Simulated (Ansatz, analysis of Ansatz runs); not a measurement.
**How often does O try the jump in Mg2TiO4 (Imma)?**

Aim: the prefactor of a hop in Mg2TiO4 (Imma) (V_O hop (2.7 Å), charge +2) from the modes of the moving atom at the start and at the top of a path found beforehand. Model: a cell of 56 host atoms with 1 O taken out.

Program: Ansatz 0.2.0. Level of theory: plane-wave PAW DFT, PBEsol; finite-difference force constants of the moving atom alone. Results are calculated unless marked as measured.

**1. Starting point**

The cell holds 55 atoms: 16 Mg, 8 Ti and 31 O. Its edges and angles: a = 8.408 Å, b = 8.408 Å, c = 8.478 Å, α = 90.0°, β = 90.0°, γ = 89.7°. It derives from Mg2TiO4 (space group Imma). Nearest the centre at fractional (0.622, 0.510, 0.386): O35 at 1.25 Å, Ti24 at 1.65 Å, Mg8 at 1.70 Å, O28 at 2.29 Å, O39 at 2.33 Å, Mg12 at 2.52 Å, O52 at 2.55 Å, Ti20 at 2.73 Å. The cell carries charge +2.

The cell's shortest repeat is 8.4 Å.

**2. Vibrations of the moving atom at the start point**

Harmonic transition-state theory takes the prefactor from the modes at the minimum and at the top. Only the moving atom is displaced, by 0.02 Å, which takes six displaced runs and a reference; the host's atoms are held.

Input file qp2.start.modes/input.yaml:

```yaml
crystal:
  lattice:
    - [5.93160526, 5.95895149, 0.0]
    - [-5.93160526, 5.95895149, 0.0]
    - [0.0, 0.0, 8.47824647]
  atoms:
    - { symbol: Mg, position: [0.3768407, 0.37648988, 0.13655952] }
    - { symbol: Mg, position: [0.37770609, 0.8722088, 0.63980874] }
    - { symbol: Mg, position: [0.94573522, 0.30391195, 0.69997956] }
    - { symbol: Mg, position: [0.8735167, 0.87307456, 0.13658477] }
    - { symbol: Mg, position: [0.25471789, -0.00406262, 0.24829175] }
    - { symbol: Mg, position: [0.24751995, 0.50266531, 0.75577936] }
    - { symbol: Mg, position: [0.7477819, 0.00292828, 0.75587496] }
    - { symbol: Mg, position: [0.74973169, 0.50080787, 0.23073098] }
    - { symbol: Mg, position: [0.0003505, 0.24953314, 0.24399249] }
    - { symbol: Mg, position: [-0.0015572, 0.75298791, 0.74889577] }
    - { symbol: Mg, position: [0.49680961, 0.25140273, 0.74881914] }
    - { symbol: Mg, position: [0.50214527, 0.74778634, 0.2490115] }
    - { symbol: Mg, position: [0.13889425, 0.11177678, 0.87513463] }
    - { symbol: Mg, position: [0.11083472, 0.63126944, 0.3593371] }
    - { symbol: Mg, position: [0.61899591, 0.13943611, 0.3591817] }
    - { symbol: Mg, position: [0.6272951, 0.62285579, 0.85675229] }
    - { symbol: Ti, position: [0.24944845, 0.24069916, 0.49521061] }
    - { symbol: Ti, position: [0.2512408, 0.74626658, 0.0023697] }
    - { symbol: Ti, position: [0.74350366, 0.25082618, -0.0019697] }
    - { symbol: Ti, position: [0.74313732, 0.78815103, 0.49832928] }
    - { symbol: Ti, position: [0.00986183, 0.00049019, 0.49509924] }
    - { symbol: Ti, position: [-0.00060901, 0.50213444, -0.00240305] }
    - { symbol: Ti, position: [0.50410646, -0.00614876, 0.00182965] }
    - { symbol: Ti, position: [0.46210218, 0.50694785, 0.49815671] }
    - { symbol: O, position: [0.01596872, 0.23419153, 0.4900943] }
    - { symbol: O, position: [0.0136242, 0.73818152, 0.99854175] }
    - { symbol: O, position: [0.51210222, 0.23717292, 0.99838506] }
    - { symbol: O, position: [0.5159806, 0.73422643, 0.49786277] }
    - { symbol: O, position: [0.24029434, 0.0100072, 0.49795419] }
    - { symbol: O, position: [0.23848124, 0.51240712, 0.99909963] }
    - { symbol: O, position: [0.73767775, 0.01169336, 0.99928903] }
    - { symbol: O, position: [0.00874991, 0.00561492, 0.27233822] }
    - { symbol: O, position: [0.00711295, 0.51262146, 0.77296265] }
    - { symbol: O, position: [0.50480982, 0.00888056, 0.77493683] }
    - { symbol: O, position: [0.51773509, 0.50271505, 0.28211561] }
    - { symbol: O, position: [0.24431494, 0.24163194, 0.27228092] }
    - { symbol: O, position: [0.24127641, 0.74523682, 0.77498386] }
    - { symbol: O, position: [0.73737621, 0.24283544, 0.77315779] }
    - { symbol: O, position: [0.74735661, 0.73275531, 0.28217156] }
    - { symbol: O, position: [0.24170823, 0.26052291, 0.72446273] }
    - { symbol: O, position: [0.25999234, 0.7525141, 0.22932111] }
    - { symbol: O, position: [0.75946967, 0.26110514, 0.22389602] }
    - { symbol: O, position: [0.75517198, 0.75845631, 0.71788966] }
    - { symbol: O, position: [0.24880298, 0.49339385, 0.50012989] }
    - { symbol: O, position: [0.26873031, 0.98129136, 0.00902602] }
    - { symbol: O, position: [0.76213709, 0.48785901, -0.00401999] }
    - { symbol: O, position: [0.75689928, 1.00135597, 0.49995374] }
    - { symbol: O, position: [0.49212276, 0.49485473, 0.71755776] }
    - { symbol: O, position: [0.49768714, 0.99037454, 0.22898745] }
    - { symbol: O, position: [0.98926436, 0.4910437, 0.22362276] }
    - { symbol: O, position: [0.98974242, 1.00896889, 0.7244209] }
    - { symbol: O, position: [0.47935155, 0.2706859, 0.50204643] }
    - { symbol: O, position: [0.4916356, 0.75901826, 0.00220902] }
    - { symbol: O, position: [0.98716235, 0.26372112, -0.01357772] }
    - { symbol: O, position: [0.97944443, 0.7707468, 0.50218764] }
  symmetry: { detect: false }
total_charge: 2
basis:
  ecutwfc: 420
  xc_grid: 2
hamiltonian:
  xc: pbesol
kpoints:
  mp_grid: { grid: [1, 1, 1], shift: [0.25, 0.25, 0.25] }
scf:
  occupations: { method: fixed }
  max_iter: 150
phonons:
  supercell: [1, 1, 1]
  displaced_sites: [34]
  amplitude: 0.02
```

On the command line:

```console
> ansatz run input.yaml --threads 4 --pin off --max-ram 14131MiB --backend cpu --events-out ev --progress --plain --runs-dir out
```

Numbers of over 12 decimals in the logs are rounded to 6 here.

The program printed:

```text
[... repeated set-up lines and file paths are left out, and long positions are rounded to six places ...]
Engine: ansatz 0.2.0, aarch64-unknown-linux-gnu
Pseudopotentials: kind: paw
Pseudopotential: Mg, paw, valence charge 10, recommended cutoff 420 eV (normal), Mg.paw.azcp
Pseudopotential: Ti, paw, valence charge 12, recommended cutoff 420 eV (normal), Ti.paw.azcp
Pseudopotential: O, paw, valence charge 6, recommended cutoff 420 eV (normal), O.paw.azcp
Functional definition: PBEsol
  exchange = pbesol_x
  correlation = pbesol_c
Crystal: 55 atoms, lattice volume = 599.347 Å³
Basis set: ecut = 420 eV, 11701 PW (Γ), exchange–correlation on 120×120×120 points (8 copies of the dense FFT grid, shifted against one another)
Bands: 275, of which v1, the nominal top of the filled ones, is band 220 counted from 1 (219 counted from 0)
Symmetry: 1 space group operations
k-points: 1
Non-local potential: Mg, projectors of the file, l = 0: 3, l = 1: 2, l = 2: 1
Non-local potential: Ti, projectors of the file, l = 0: 3, l = 1: 2, l = 2: 3, l = 3: 1
Non-local potential: O, projectors of the file, l = 0: 2, l = 1: 2, l = 2: 1
PAW form: soft (Blöchl's): semilocal exchange-correlation on the pseudo side does not see the compensation charge
PAW frozen core: Mg, regenerated for the run's functional, and the local potential with it (the file was generated under x = pbe(κ = 0.804, μ = 0.219515), c = pbe(β = 0.066725))
PAW frozen core: Ti, regenerated for the run's functional, and the local potential with it (the file was generated under x = pbe(κ = 0.804, μ = 0.219515), c = pbe(β = 0.066725))
PAW frozen core: O, regenerated for the run's functional, and the local potential with it (the file was generated under x = pbe(κ = 0.804, μ = 0.219515), c = pbe(β = 0.066725))
PAW one-centre angular grid: Mg, 110 points (default); XC on 64 Gauss nodes
PAW one-centre angular grid: Ti, 590 points (default); XC on 64 Gauss nodes
PAW one-centre angular grid: O, 110 points (default); XC on 64 Gauss nodes
Initial density: superposition of atomic densities (neutral atoms scaled as one to the charged cell's electrons: chi_scale 0, normalization atom), corrected by the library's trained network
Initial wavefunctions: pseudopotential atomic-orbital guess
Functional: x = pbesol(κ = 0.804, μ = 0.123457), c = pbesol(β = 0.046)
SCF iter   1: F=—  HF=-67868.849422 eV  |F-HF|=—  |Δ(HF+E_count)|=         —  Δρ=1.33e-2  dr2=1.04e0  ethr=1.77e-3  ⟨swp⟩=4.0  Hψ=940  notcnv=0  defer=51
preconditioner: auto → Resta (q_TF=auto, 2.591 Å⁻¹)  ε∞=5.5  [insulator: Δε(μ)=2.888 eV  Ē_g=11.255 eV  n_scr=178 (ndim 8)  ℏωp=23.9 eV  f_vac=0.057  ε∞_Penn≈5.5]
SCF iter   2: F=—  HF=-67868.630833 eV  |F-HF|=—  |Δ(HF+E_count)|=   2.19e-1  Δρ=6.56e-3  dr2=3.03e-1  ethr=2.36e-4  ⟨swp⟩=3.0  Hψ=448  notcnv=0  defer=51
SCF iter   3: F=—  HF=-67868.574267 eV  |F-HF|=—  |Δ(HF+E_count)|=   5.66e-2  Δρ=3.41e-3  dr2=1.04e-1  ethr=6.89e-5  ⟨swp⟩=2.0  Hψ=322  notcnv=0  defer=52
SCF iter   4: F=—  HF=-67868.541242 eV  |F-HF|=—  |Δ(HF+E_count)|=   3.30e-2  Δρ=9.00e-4  dr2=1.03e-2  ethr=2.36e-5  ⟨swp⟩=2.0  Hψ=322  notcnv=0  defer=53
SCF iter   5: F=—  HF=-67868.541185 eV  |F-HF|=—  |Δ(HF+E_count)|=   5.67e-5  Δρ=7.03e-4  dr2=3.79e-3  ethr=2.35e-6  ⟨swp⟩=2.0  Hψ=353  notcnv=0  defer=53
SCF iter   6: F=—  HF=-67868.541516 eV  |F-HF|=—  |Δ(HF+E_count)|=   3.31e-4  Δρ=3.51e-4  dr2=1.11e-3  ethr=8.62e-7  ⟨swp⟩=2.0  Hψ=371  notcnv=0  defer=52
SCF iter   7: F=—  HF=-67868.541980 eV  |F-HF|=—  |Δ(HF+E_count)|=   4.64e-4  Δρ=1.74e-4  dr2=2.45e-4  ethr=2.53e-7  ⟨swp⟩=2.0  Hψ=353  notcnv=0  defer=53
SCF iter   8: F=—  HF=-67868.542112 eV  |F-HF|=—  |Δ(HF+E_count)|=   1.32e-4  Δρ=9.61e-5  dr2=7.32e-5  ethr=5.57e-8  ⟨swp⟩=2.0  Hψ=375  notcnv=0  defer=49
SCF iter   9: F=—  HF=-67868.541296 eV  |F-HF|=—  |Δ(HF+E_count)|=   8.16e-4  Δρ=2.89e-5  dr2=8.47e-6  ethr=1.66e-8  ⟨swp⟩=2.0  Hψ=438  notcnv=0  defer=49
SCF iter  10: F=—  HF=-67868.541255 eV  |F-HF|=—  |Δ(HF+E_count)|=   4.10e-5  Δρ=1.48e-5  dr2=1.71e-6  ethr=1.92e-9  ⟨swp⟩=2.0  Hψ=374  notcnv=0  defer=49
[...]
SCF 1 converged in 15 iterations: F = -67868.541256 eV  dr2 = 8.02e-10
  greatest PAW one-centre occupation: 1.000 electrons in one spin orbital (limit 2), on the Mg atom at site 7 (counted from 0), in its partial waves of l = 0
Initial density: handed on by an earlier stage of this run
Initial wavefunctions: those handed on with the density
[...]
SCF 2 converged in 11 iterations: F = -67868.539263 eV  dr2 = 7.80e-11
[...]
SCF 3 converged in 8 iterations: F = -67868.539353 eV  dr2 = 3.32e-11
[...]
SCF 4 converged in 11 iterations: F = -67868.538630 eV  dr2 = 5.99e-11
[...]
SCF 5 converged in 7 iterations: F = -67868.538661 eV  dr2 = 8.18e-11
[...]
SCF 6 converged in 12 iterations: F = -67868.537671 eV  dr2 = 4.88e-11
iter 1 solved again at ethr=1.22e-9 eV; its pass at ethr=3.10e-3 eV (dr2=5.37e-6 eV) is discarded
SCF iter   1: F=—  HF=-67868.538661 eV  |F-HF|=—  |Δ(HF+E_count)|=         —  Δρ=4.73e-5  dr2=6.42e-6  ethr=1.22e-9  ⟨swp⟩=3.0  Hψ=886  notcnv=0  defer=49
SCF iter   2: F=—  HF=-67868.537793 eV  |F-HF|=—  |Δ(HF+E_count)|=   8.68e-4  Δρ=2.49e-5  dr2=1.13e-6  ethr=1.22e-9  ⟨swp⟩=2.0  Hψ=446  notcnv=0  defer=49
SCF iter   3: F=—  HF=-67868.537793 eV  |F-HF|=—  |Δ(HF+E_count)|=   3.51e-8  Δρ=1.33e-5  dr2=3.20e-7  ethr=2.57e-10  ⟨swp⟩=2.0  Hψ=427  notcnv=0  defer=49
SCF iter   4: F=—  HF=-67868.537793 eV  |F-HF|=—  |Δ(HF+E_count)|=   3.16e-8  Δρ=6.26e-6  dr2=1.64e-7  ethr=7.28e-11  ⟨swp⟩=2.0  Hψ=363  notcnv=0  defer=49
SCF iter   5: F=—  HF=-67868.537793 eV  |F-HF|=—  |Δ(HF+E_count)|=   2.37e-8  Δρ=1.30e-6  dr2=1.11e-8  ethr=3.72e-11  ⟨swp⟩=2.0  Hψ=348  notcnv=0  defer=49
SCF iter   6: F=—  HF=-67868.537793 eV  |F-HF|=—  |Δ(HF+E_count)|=  7.71e-10  Δρ=7.04e-7  dr2=2.90e-9  ethr=2.53e-12  ⟨swp⟩=2.0  Hψ=395  notcnv=0  defer=49
SCF iter   7: F=—  HF=-67868.537793 eV  |F-HF|=—  |Δ(HF+E_count)|=  4.95e-10  Δρ=4.67e-7  dr2=1.39e-9  ethr=1.00e-12  ⟨swp⟩=2.0  Hψ=337  notcnv=0  defer=49
SCF iter   8: F=—  HF=-67868.537793 eV  |F-HF|=—  |Δ(HF+E_count)|=  2.04e-10  Δρ=1.30e-7  dr2=1.02e-10  ethr=1.00e-12  ⟨swp⟩=2.0  Hψ=309  notcnv=0  defer=49
SCF iter   9: F=-67868.537793 eV  HF=-67868.537793 eV  |F-HF|=1.46e-11  |Δ(HF+E_count)|=    0.00e0  Δρ=5.42e-8  dr2=1.73e-11  ethr=1.00e-12  ⟨swp⟩=4.0  Hψ=717  notcnv=0
SCF 7 converged in 9 iterations: F = -67868.537793 eV  dr2 = 1.73e-11
SCF converged after 15 iterations
Free energy (F): -67868.541256 eV
Harris-Foulkes:  -67868.541256 eV  (|F-HF|=2.47e-10)
Internal energy: -67868.541256 eV  (E = F + TS)
E sigma→0 (E₀):  -67868.541256 eV
Fermi energy:    6.816820 eV
--- Per-component energies (eV) ---
  E_band       = -6781.823288
  E_kinetic    = 8859.014724
  E_local      = -43193.266198  (includes V_loc(G=0)·N_el)
  E_nonlocal   = 3052.992340
  E_hartree    = 15924.336346
  E_xc         = -3516.169832
  E_vxc        = -4499.607939  (∫ρ·V_xc dr)
  E_paw        = -17374.776815  (= ΣΔE_a)
  E_vpaw       = -2849.707089  (= ΣTr[D̂ρ^β])
  E_aug_tail   = 0.077770  (compensation charges beyond the density's cutoff)
  E_ewald      = -31623.900388
  E_core_change = 3.150796  (= ΣΔE_core)
  E_smearing   = -0.000000  (= −TS)
  E_closure    = -0.000000  (closes the sum)
  E_deformation_potential = 33.717015  (in the stress; not in F)
  Σ components = -67868.541256   (vs F -67868.541256, Δ=0.00e0)
--- Forces (eV/Å), atoms counted from 1 ---
  atom   1  Mg    -0.00112621     0.00242723    -0.00218341
  atom   2  Mg     0.00017812    -0.00023995    -0.00000343
  [... 5 atoms left out ...]
  atom   8  Mg     0.00181540     0.00069872    -0.00179762
  [... 3 atoms left out ...]
  atom  12  Mg    -0.00311431     0.00166328    -0.00305098
  [... 7 atoms left out ...]
  atom  20  Ti     0.00014730    -0.00178780    -0.00260282
  [... 3 atoms left out ...]
  atom  24  Ti     0.00085668    -0.00207510     0.00179650
  [... 3 atoms left out ...]
  atom  28  O     -0.00049945    -0.00017627     0.00069840
  [... 6 atoms left out ...]
  atom  35  O     -0.00179898    -0.00029955     0.00116501
  [... 3 atoms left out ...]
  atom  39  O      0.00039155    -0.00081198     0.00131439
  [... 2 atoms left out ...]
  atom  42  O     -0.00046158    -0.00128228    -0.00073550
  [... 5 atoms left out ...]
  atom  48  O     -0.00061150     0.00086040    -0.00089695
  [... 3 atoms left out ...]
  atom  52  O     -0.00075452    -0.00170738     0.00066316
  [... 3 atoms left out ...]
  max |Σ_I F_I| component: 2.87e-5 eV/Å
--- Band table (eV) ---
  k-point 0: bands = ["-65.1208", "-65.0515", "-65.0494", "-65.0046", [... 267 left out ...] "15.9328", "16.0508", "16.1047", "16.1647"]
--- Phonons: 6 displaced members + reference (amplitude 0.02 Å, Σ member SCF iterations 58) ---
  symmetry images taken by strict's conditions (phonons.symmetry_images: auto; settled by no image being taken that strict refuses)
  force constants formed among 1 of 55 sites (O 34); the other 54 at rest. The modes move the named sites alone.
  the frequencies, the zero-point energy and the sums are of the block with the acoustic sum rule laid on its rows. Row sums over every site: 5.8e-5 eV/Å² at the most
  transpose residual: 3.3e-3 eV/Å²
  largest component of a force at the reference: 1.8e-3 eV/Å on a named site, 6.7e-3 eV/Å on a site at rest
  frequencies among the named sites at Γ of the cell (cm⁻¹): 374.07 467.62 573.24
  unstable modes among the named sites: 0
  frequencies as built, with no sum rule (cm⁻¹): 374.07 467.62 573.24
  zero-point energy: 0.087715 eV/cell   skipped modes (ω ≤ 0): 0
  not written: the harmonic force-constant file, the file of eigenvectors (these modes' are written with the force constants), the density of states and the dispersion, which are of every site
```

Wall time 75 s (4 threads of Arm Neoverse V1, shared host); peak memory 1.2 GiB.

Read from the output:

```yaml
free_energy: -67868.5413 eV
frequencies_of_moving_atom: 374.1, 467.6, 573.2 cm⁻¹ (negative: imaginary)
```

The three modes are 374, 468 and 573 cm⁻¹: all real, a minimum for this atom with the others held.

[end of part 1 of 2]

[Logs are printed without paths, hosts, clocks, repeated set-up lines and the standing remarks that a program may print on its own settings, such as how far it seeks lower states.]

[Hosts, paths, dates, database ids (printed as entryN), source tags and the programs' standing remarks are cut or masked in the printed files.]
